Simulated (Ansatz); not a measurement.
# CsPbBr3 (Pm-3m): G0W0 under other settings

Aim: change settings of a G0W0 run on CsPbBr3 (Pm-3m) and see what moves.

Method: G0W0 on PBE, plane waves, norm-conserving pseudopotentials, in Ansatz 0.2.0.

## 1. The structure

Symmetry: Pm-3m, No. 221, cubic system. The conventional cell has a = 5.870 Å, b = 5.870 Å, c = 5.870 Å, α = 90.00°, β = 90.00°, γ = 90.00°. Nearest to Cs lie 12 Br at 4.15 Å. Pb has 6 Br at 2.94 Å nearest. Nearest to Br lie 2 Pb at 2.94 Å and 4 Cs at 4.15 Å. Farther neighbours and most contacts between anions are not listed.

The cell and positions come from the Crystallography Open Database and are kept as given unless a step says otherwise. Spin-orbit coupling is left out unless a step names it.

## 2. The base run: 2×2×2 mesh, 459 empty bands, screening to 100 eV, norm-conserving files

G0W0 replaces the xc potential by the self-energy, built once from these orbitals. Only a window of levels is corrected, while the sums run over the empty bands that the input names. This step takes norm-conserving files.

Input file input.yaml:

```yaml
crystal:
  lattice:
    - [5.87, 0.0, 0.0]
    - [0.0, 5.87, 0.0]
    - [0.0, 0.0, 5.87]
  atoms:
    - { symbol: Cs, position: [0.0, 0.0, 0.0] }
    - { symbol: Pb, position: [0.5, 0.5, 0.5] }
    - { symbol: Br, position: [0.0, 0.5, 0.5] }
    - { symbol: Br, position: [0.5, 0.0, 0.5] }
    - { symbol: Br, position: [0.5, 0.5, 0.0] }
kpoints:
  mp_grid: { grid: [2, 2, 2] }
hamiltonian:
  xc: pbe
  pseudopotentials: { kind: nc }
scf:
  occupations: { method: fixed }
gw:
  n_empty_bands: 459
  ecut_chi: 100
  qp_bands: [v2, c2]
  qp_kpoints: band_edges
  screening: { model: contour_deformation }
```

Command:

```
$ ansatz run input.yaml --threads 2 --pin off --max-ram 92160MiB --backend cuda --events-out ev --progress --plain --runs-dir out --devices 1 --max-vram 13GiB
```

Numbers of over 12 decimals in the logs are rounded to 6 here.

Output:

```text
GPUs: using 1 of 1 available (devices: 1).
Engine: ansatz 0.2.0, x86_64-unknown-linux-gnu
Pseudopotentials: kind: nc
Pseudopotential: Cs, nc, valence charge 9, recommended cutoff 680.284656 eV (normal), Cs.nc.azcp
Pseudopotential: Pb, nc, valence charge 14, recommended cutoff 850 eV (normal), Pb.nc.azcp (PseudoDojo's, or run here from an input of PseudoDojo's: the run reads no file of this project's for it)
Pseudopotential: Br, nc, valence charge 7, recommended cutoff 625.861884 eV (normal), Br.nc.azcp
Functional definition: PBE
  parameter kappa = 0.804
  parameter beta = 0.066725
  exchange = pbe_x(kappa = kappa, mu = beta*pi^2/3)
  correlation = pbe_c(beta = beta)
device memory: the entry about to start is reckoned to put 3.0 GiB on a device that reports 50.3 GiB free (of which the cap on the GPU budget leaves the run 13.0 GiB)
GPU FFT provider: cuFFT
GPU libraries: cuBLAS 13.8.2, cuFFT 12.4.0, cuSOLVER 12.3.4
Crystal: 5 atoms, lattice volume = 202.262 Å³
Basis set: ecut = 850 eV, 11363 PW (Γ)
Bands: 27, of which v1, the nominal top of the filled ones, is band 22 counted from 1 (21 counted from 0)
Symmetry: 48 space group operations
Space group: Pm-3m (ITA 221), of the structure as read, at distance tolerance 5.9e-5 Å
k-points: 4 of 8
Non-local potential: Cs, projectors of the file, l = 0: 2, l = 1: 2, l = 2: 2, l = 3: 2
Non-local potential: Pb, projectors of the file, l = 0: 3, l = 1: 2, l = 2: 2, l = 3: 1
Non-local potential: Br, projectors of the file, l = 0: 2, l = 1: 2, l = 2: 2
Initial density: superposition of atomic densities (chi_scale 0.1, normalization cell, long waves kept (reshape's long-wave potential 0.00 eV rms))
Initial wavefunctions: pseudopotential atomic-orbital guess
GPU buffer pool allocated for 216000 grid points (all kernels)
GPU transforms: local potential and band sums: pruned to the plane-wave sphere, on 60×60×60
Functional: x = pbe(κ = 0.804, μ = 0.219515), c = pbe(β = 0.066725)
SCF iter   1: F=—  HF=-4143.095168 eV  |F-HF|=—  |Δ(HF+E_count)|=         —  Δρ=1.90e-2  dr2=2.22e0  ethr=3.10e-3  ⟨swp⟩=5.0  Hψ=474  notcnv=0  defer=8
preconditioner: auto → Resta (q_TF=auto, 2.116 Å⁻¹)  ε∞=2.9  [insulator: Δε(μ)=1.437 eV  Ē_g=12.128 eV  n_scr=26 (ndim 8)  ℏωp=16.9 eV  f_vac=0.010  ε∞_Penn≈2.9]
SCF iter   2: F=—  HF=-4142.342888 eV  |F-HF|=—  |Δ(HF+E_count)|=   7.52e-1  Δρ=1.00e-2  dr2=7.79e-1  ethr=3.10e-3  ⟨swp⟩=2.8  Hψ=200  notcnv=0  defer=9
SCF iter   3: F=—  HF=-4141.954989 eV  |F-HF|=—  |Δ(HF+E_count)|=   3.88e-1  Δρ=2.12e-3  dr2=1.64e-2  ethr=1.77e-3  ⟨swp⟩=3.2  Hψ=207  notcnv=0  defer=10
SCF iter   4: F=—  HF=-4141.955263 eV  |F-HF|=—  |Δ(HF+E_count)|=   2.75e-4  Δρ=5.03e-4  dr2=6.93e-4  ethr=3.72e-5  ⟨swp⟩=2.8  Hψ=208  notcnv=0  defer=10
[...]
NSCF: frozen V_eff on 4 k-points
[...]
device memory: the entry about to start is reckoned to put 4.4 GiB on a device that reports 49.9 GiB free (of which the cap on the GPU budget leaves the run 13.0 GiB)
NSCF: frozen V_eff on 4 k-points
G₀W₀ screening: q 1/4
[... further progress lines ...]
SCF converged after 7 iterations
Free energy (F): -4141.955571 eV
Harris-Foulkes:  -4141.955571 eV  (|F-HF|=3.28e-8)
Internal energy: -4141.955571 eV  (E = F + TS)
E sigma→0 (E₀):  -4141.955571 eV
Fermi energy:    3.919230 eV
--- Per-component energies (eV) ---
  E_band       = -235.907978
  E_kinetic    = 1438.052106
  E_local      = -2818.787107  (includes V_loc(G=0)·N_el)
  E_nonlocal   = 62.933391
  E_hartree    = 911.592824
  E_xc         = -1463.001114
  E_vxc        = -741.293482  (∫ρ·V_xc dr)
  E_ewald      = -2272.745672
  E_smearing   = -0.000000  (= −TS)
  E_closure    = 0.000000  (closes the sum)
  Σ components = -4141.955571   (vs F -4141.955571, Δ=0.00e0)
--- Band table (eV) ---
  k-point 0: bands = [... 18 lower, 1.7998, 1.9195, 1.9195, 1.9195, 6.9375, 8.0319, 8.0319, 8.7717, ... 1 higher]
  k-point 1: bands = [... 18 lower, 1.6686, 1.8100, 1.8100, 2.5064, 6.4183, 8.3897, 8.9979, 9.0597, ... 1 higher]
  k-point 2: bands = [... 18 lower, 1.5751, 1.6888, 2.2815, 3.2240, 5.9345, 5.9345, 8.7625, 9.0994, ... 1 higher]
  k-point 3: bands = [... 18 lower, 2.2936, 2.2936, 2.2936, 3.9192, 5.3835, 5.3835, 5.3835, 8.4247, ... 1 higher]
--- G₀W₀: contour deformation, 6 samples at zero and on the imaginary axis and 1 off it, 8 q-points, 459 empty bands' worth ---
  eigenvalues of the whole cell's RPA ε∞ on this k-mesh (on a slab, of 1 + 4πα/V) = 11.8946, 11.8946, 11.8946; static W/v taken at q = 0 is 0.084071
  bands read: the sum over 481 bands ends inside a degenerate multiplet in 1 slot, whose members it reads at an even weight; the widest, k=0: bands 481 to 482 (counted from 1) at 1/2 each
  gw.qp_kpoints: band_edges: 4 of 4 stored k-points solved, in 1 pass; an edge of the gap read off the rows below is read off those points alone
    ik  band        ε_KS         Σx   Σc(E_QP)       V_xc       Z   E_QP_lin       E_QP  E_QP is
     0    21      1.9195   -19.2417     2.9422   -15.4102  0.7222     0.9909     1.0302  root
     0    22      1.9195   -19.2417     2.9422   -15.4102  0.7222     0.9909     1.0302  root
     0    23      6.9375    -3.6535    -3.5479    -7.2267  0.7910     6.9629     6.9629  root
     0    24      8.0319    -3.2485    -3.5399    -6.9317  0.7896     8.1758     8.1752  root
     1    21      1.8100   -18.9422     2.9858   -15.0380  0.7209     0.8485     0.8917  root
     1    22      2.5064   -19.9717     2.3172   -16.9396  0.7338     1.7699     1.7915  root
     1    23      6.4183    -9.0034    -3.8338   -13.2613  0.7539     6.8488     6.8423  root
     1    24      8.3897    -4.5646    -3.6505    -8.4082  0.7823     8.5840     8.5828  root
[...]
3    21      2.2936   -19.5618     2.9118   -15.7556  0.7252     1.3606     1.3993  root
     3    22      3.9192   -19.8530     1.5823   -17.7201  0.7491     3.3579     3.3687  root
     3    23      5.3835    -7.7091    -3.6548   -11.6752  0.7663     5.6979     5.6948  root
     3    24      5.3835    -7.7091    -3.6548   -11.6752  0.7663     5.6979     5.6948  root
```

It took 11 s on 1 × NVIDIA H100 80GB HBM3 (shared by 6 runs) with 2 threads of AMD EPYC 7R13 (Zen 3), shared host; peak memory 1.8 GiB.

This step gave:

```
bands summed                                 : 481
RPA ε∞ on this mesh (eigenvalues)            : 11.89, 11.89, 11.89
plane waves in the screening matrix          : 461
q-points in the mesh                         : 8
G0W0 gap on the mesh                         : 2.326 eV
k of the valence top                         : -0.5, -0.5, -0.5
k of the conduction bottom                   : -0.5, -0.5, -0.5
starting gap on the mesh                     : 1.464 eV
Z at the valence top                         : 0.7491
Z at the conduction bottom                   : 0.7663
least direct G0W0 gap on the computed points : 2.326 eV
```

The gap on the mesh goes from 1.46 eV to 2.33 eV, a correction of +0.86 eV. Between the two edge states, bare exchange in place of the xc potential would open the gap by 6.10 eV, and correlation takes back 5.24 eV.

## 3. Variant: norm-conserving files, smooth pair densities

Changes to input.yaml since step 2:

```diff
@@ -19,4 +19,4 @@
 gw:
-  n_empty_bands: 459
-  ecut_chi: 100
+  n_empty_bands: 328
+  ecut_chi: 80
   qp_bands: [v2, c2]
@@ -24 +24,2 @@
   screening: { model: contour_deformation }
+  pair_densities: pseudo
```

Output:

```text
GPUs: using 1 of 1 available (devices: 1).
[...]
GPU FFT provider: cuFFT
GPU libraries: cuBLAS 13.8.2, cuFFT 12.4.0, cuSOLVER 12.3.4
Crystal: 5 atoms, lattice volume = 202.262 Å³
Basis set: ecut = 850 eV, 11363 PW (Γ)
Bands: 27, of which v1, the nominal top of the filled ones, is band 22 counted from 1 (21 counted from 0)
[... 1 set-up line as in the run before ...]
[...]
k-points: 4 of 8
[...]
GPU buffer pool allocated for 216000 grid points (all kernels)
[...]
SCF iter   1: F=—  HF=-4143.095168 eV  |F-HF|=—  |Δ(HF+E_count)|=         —  Δρ=1.90e-2  dr2=2.22e0  ethr=3.10e-3  ⟨swp⟩=5.0  Hψ=474  notcnv=0  defer=8
[...]
SCF iter   7: F=-4141.955571 eV  HF=-4141.955571 eV  |F-HF|=3.28e-8  |Δ(HF+E_count)|=   6.91e-7  Δρ=4.01e-6  dr2=2.74e-8  ethr=2.27e-10  ⟨swp⟩=12.5  Hψ=581  notcnv=0
SCF 1 converged in 7 iterations: F = -4141.955571 eV  dr2 = 2.74e-8
[...]
NSCF: frozen V_eff on 4 k-points
[...]
G₀W₀ screening: q 1/4
[... further progress lines ...]
SCF converged after 7 iterations
Free energy (F): -4141.955571 eV
[...]
Internal energy: -4141.955571 eV  (E = F + TS)
E sigma→0 (E₀):  -4141.955571 eV
Fermi energy:    3.919230 eV
[...]
--- Band table (eV) ---
  k-point 0: bands = [... 18 lower, 1.7998, 1.9195, 1.9195, 1.9195, 6.9375, 8.0319, 8.0319, 8.7717, ... 1 higher]
  k-point 1: bands = [... 18 lower, 1.6686, 1.8100, 1.8100, 2.5064, 6.4183, 8.3897, 8.9979, 9.0597, ... 1 higher]
  k-point 2: bands = [... 18 lower, 1.5751, 1.6888, 2.2815, 3.2240, 5.9345, 5.9345, 8.7625, 9.0994, ... 1 higher]
  k-point 3: bands = [... 18 lower, 2.2936, 2.2936, 2.2936, 3.9192, 5.3835, 5.3835, 5.3835, 8.4247, ... 1 higher]
[...]
0    21      1.9195   -16.4905     3.0306   -12.6007  0.7232     1.0242     1.0603  root
     0    22      1.9195   -16.4905     3.0306   -12.6007  0.7232     1.0242     1.0603  root
     0    23      6.9375    -2.5461    -3.5344    -6.0543  0.7912     6.9114     6.9114  root
     0    24      8.0319    -2.7275    -3.5136    -6.3471  0.7893     8.1382     8.1379  root
     1    21      1.8100   -16.3173     3.0707   -12.3593  0.7219     0.8833     0.9228  root
     1    22      2.5064   -16.6072     2.3723   -13.5167  0.7346     1.7662     1.7882  root
     1    23      6.4183    -7.4658    -3.1987   -10.8249  0.7531     6.5795     6.5787  root
     1    24      8.3897    -3.2737    -3.6153    -7.0321  0.7824     8.5334     8.5327  root
[...]
3    21      2.2936   -16.6830     2.9990   -12.8238  0.7263     1.3982     1.4334  root
     3    22      3.9192   -16.4157     1.6857   -13.9552  0.7494     3.1202     3.1444  root
     3    23      5.3835    -6.5278    -3.1193    -9.7316  0.7656     5.4681     5.4678  root
     3    24      5.3835    -6.5278    -3.1193    -9.7316  0.7656     5.4681     5.4678  root
```

Run time: 8.6 s. Hardware: 1 × NVIDIA H100 80GB HBM3 (shared by 6 runs) with 2 threads; peak memory 1.5 GiB.

The G0W0 gap on the mesh is 2.323 eV.

Against the base:

```tsv
setting	base	variant
empty bands	459	328
screening cutoff (eV)	100	80
pair densities	-	pseudo
```

```tsv
quantity	variant	base
starting gap on the mesh	1.464	1.464
G0W0 gap on the mesh	2.323	2.326
least direct G0W0 gap on the computed points	2.323	2.326
Z at the valence top	0.749	0.749
Z at the conduction bottom	0.766	0.766
```

## 4. Outcome

```
base                                         : 2.33 eV, 11 s
norm-conserving files, smooth pair densities : 2.32 eV, 8.6 s
```

Norm-conserving files, smooth pair densities: the gap moves by −0.003 eV. The variant differs from the base in empty bands, screening cutoff and pair densities together, so the change can't be laid to one of them. All runs here use a coarse mesh and modest cutoffs; they test settings and are not final values. The 2×2×2 mesh is coarse for this cell (its supercell is 12 Å along the shortest edge). The RPA ε∞ on it, from the PBE start, is 11.89; such meshes misread the long-range screening, most where the gap is narrow. Where an edge is built on 6p states of lead, bismuth or thallium, scalar-relativistic gaps usually stand too wide, by a few tenths to over one eV. This is the ideal cubic cell; many perovskites, halides above all, are cubic only on average, and local tilts or off-centring can widen the gap. The many-body steps are scalar-relativistic: spin-orbit coupling is not in them.

[Paths, hosts, dates, memory and timing lines, banners, echoed tables and standing remarks are left out of the program output.]

[Logs are printed without paths, hosts, clocks, repeated set-up lines and the standing remarks that a program may print on its own settings, such as how far it seeks lower states.]

[Runs of the session that timed out or met a known fault of the program may be left out.]

[Cells called generated may have been cut or substituted from an entry of the Crystallography Open Database or the Materials Project.]

[Hosts, paths, dates, database ids (printed as entryN), source tags and the programs' standing remarks are cut or masked in the printed files.]
